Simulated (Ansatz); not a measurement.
Consider TcS2 (1T sheet).

The cell holds 3 atoms: 1 Tc and 2 S. Its edges and angles: a = 2.973 Å, b = 2.973 Å, c = 29.617 Å, α = 90.0°, β = 90.0°, γ = 120.0°. Vacuum lies along c.

```xyz
3
Lattice="0.0000 2.1022 2.1022 2.1022 -2.1022 0.0000 17.0995 17.0995 -17.0995" Properties=species:S:1:pos:R:3
Tc    5.4584    5.4584   -5.4584
S     7.8124    5.7102   -5.7102
S     5.2067    5.2067   -3.1045
```

The structure was relaxed with LDA. The structure was generated from a model, not taken from a measurement. The runs that relaxed it are not among those shown. The program's search for lower electronic states was switched off, so nothing shows that the state found is the lowest. PAW set soft_2, made with PBE.

A constrained-RPA run (Ansatz 0.2.0; non-magnetic LDA; Tc t2g + anion p, bands v8 to c1, 6×6×1 mesh, medium accuracy) builds 9 functions on bands 9.0 eV wide, with 15.0 electrons in the window. The bare on-site interaction is 14.1 eV and the bare J 0.55 eV.

**Question.** Estimate U, U′ and J.

On the Tc t2g shell, U = 3.78 eV (27 % of the bare value), U′ = 2.95 eV, J = 0.40 eV.

The parent state is non-magnetic and the interaction static (zero frequency); U depends on the window and the orbitals, so it belongs to this model alone. A window that holds the anion p bands defines a model with explicit ligands; its U belongs to that model and is not the U of DFT+U.

[Paths, hosts, dates, memory and timing lines, banners, echoed tables and standing remarks are left out of the program output.]

[Logs are printed without paths, hosts, clocks, repeated set-up lines and the standing remarks that a program may print on its own settings, such as how far it seeks lower states.]

[Runs of the session that timed out or met a known fault of the program may be left out.]

[Hosts, paths, dates, database ids (printed as entryN), source tags and the programs' standing remarks are cut or masked in the printed files.]
